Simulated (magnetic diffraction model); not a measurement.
**LiCoNi6: what an assumed order does to the neutron pattern**

Space group Amm2 (no. 38), a = 3.7660 Å, b = 4.9490 Å, c = 8.2410 Å.

```
site  atom    x       y       z
  2a    Ni    0     1/2  0.6644
  2a    Ni    0     1/2  0.1840
  4d    Ni    0  0.7569  0.9130
  4e    Ni  1/2  0.7391  0.0861
  2b    Co  1/2     1/2  0.3393
  2b    Li  1/2     1/2  0.8339
```

The compound is invented for this exercise: a known structure type with other elements, its cell scaled to their sizes and not relaxed.

Only Co is taken to order (form factors of Co2+); orders and moment sizes are assumed, and not adapted to the symmetry. Radiation: neutrons of λ = 2.0775 Å, 3° to 75°; isotropic B of 0.74 Å² (Ni), 0.69 Å² (Co) and 1 Å² (Li). Simulated constant-wavelength pattern: nuclear and magnetic terms add, the magnetic one as |2.695 fm × Σ f S⊥ exp(2πi Q·r) exp(−B s²)|², summed over all Q at one angle with the factor 1/(sin²θ cos θ). For collinear order S is the moment m, which repeats by lattice and centring translations R with the sign exp(−2πi k·R). Free-ion form factors, Sears's scattering lengths of 1992, no absorption; a label names one of the reflections at its angle. The strongest nuclear line in the range is 100, and lines under 0.2 are left out.

Assume the order k = (0 1 0), collinear moments along [010], 1.55 μB on Co.

Predict the pattern, nuclear and magnetic parts apart.

```
2θ (°)    index  nuclear  magnetic
 14.48  (0 0 1)      0.0       2.5
 28.34  (0 1 1)      3.2       0.0
 29.20  (0 0 2)     11.8       0.0
 32.02  (1 0 0)     12.9       0.0
 35.31  (1 0 1)      0.0       0.7
 38.30  (0 1 2)      0.0       0.3
 40.56  (1 1 0)      0.0       0.3
 43.28  (1 1 1)      0.9       0.0
 43.88  (1 0 2)     18.2       0.0
 49.64  (0 2 0)      5.5       0.0
 50.76  (1 1 2)      0.0       0.3
 51.25  (0 1 3)      0.7       0.0
 58.64  (0 2 2)     26.2       0.0
 60.30  (1 2 0)      8.1       0.0
 60.55  (0 0 4)     12.8       0.0
 61.72  (1 1 3)      1.4       0.0
 66.96  (2 0 0)     33.6       0.0
 68.39  (1 2 2)    100.0       0.0
 70.16  (1 0 4)     45.9       0.0
 74.25  (2 1 1)      1.1       0.0
 74.68  (2 0 2)      4.5       0.0
```

The strongest magnetic line in the range is (0 0 1) at 14.48° (2.5). On top of the Lorentz factor, which all lines share, magnetic lines fade with angle because f falls: for Co2+ it is 0.91, 0.71, 0.49 and 0.18 at sin θ/λ = 0.1, 0.2, 0.3 and 0.5 Å⁻¹, while nuclear lengths stay constant. The order has no net moment.

[Logs are printed without paths, hosts, clocks, repeated set-up lines and the standing remarks that a program may print on its own settings, such as how far it seeks lower states.]
